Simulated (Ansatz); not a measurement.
CsH (rocksalt (001) film, 3 layers), computed twice by G0W0.

The cell holds 6 atoms: 3 Cs and 3 H. Its edges and angles: a = 4.509 Å, b = 4.509 Å, c = 35.300 Å, α = 90.0°, β = 90.0°, γ = 90.0°. It derives from CsH. Vacuum lies along c.

```xyz
6
Lattice="4.5085 0.0000 0.0000 0.0000 4.5085 0.0000 0.0000 0.0000 35.3000" Properties=species:S:1:pos:R:3
Cs    0.0000    0.0000   14.6325
H     2.2543    2.2543   14.6700
Cs    2.2543    2.2543   17.6500
H     0.0000    0.0000   17.6500
Cs    0.0000    0.0000   20.6675
H     2.2543    2.2543   20.6300
```

The structure was relaxed with LDA (ions only). The runs that relaxed it are not among those shown. Spin-orbit coupling is left out unless a run names it.

The first (Ansatz 0.2.0; start LDA, 4×4×1 mesh, 853 empty bands, screening to 65 eV, PAW set soft_1 files; 1 × NVIDIA H100 80GB HBM3 (shared by 6 runs) with 2 threads of AMD EPYC 7R13 (Zen 3), shared host) gave, on its mesh: starting gap 2.13 eV, G0W0 gap 4.49 eV, mean of 1 + 4πα/V (set by the cell height) 1.46, 29 s.

The second gave: starting gap 2.13 eV, G0W0 gap 4.32 eV, mean of 1 + 4πα/V (set by the cell height) 1.46, 26 s.

Q: What was changed in the input? Choose among start, files, mesh, bands and cutoff, frequency model or another key.

Changed: empty bands from 853 to 351 and screening cutoff (eV) from 65.0 to 36. The starting gap stayed, which rules out the functional and points to the GW step. Other changes could give like numbers; this is the one that was made.

Limits: not at the basis limit; coarse mesh for a sheet; no spin-orbit coupling.

[Paths, hosts, dates, memory and timing lines, banners, echoed tables and standing remarks are left out of the program output.]

[Logs are printed without paths, hosts, clocks, repeated set-up lines and the standing remarks that a program may print on its own settings, such as how far it seeks lower states.]

[Runs of the session that timed out or met a known fault of the program may be left out.]

[Cells called generated may have been cut or substituted from an entry of the Crystallography Open Database or the Materials Project.]

[Hosts, paths, dates, database ids (printed as entryN), source tags and the programs' standing remarks are cut or masked in the printed files.]
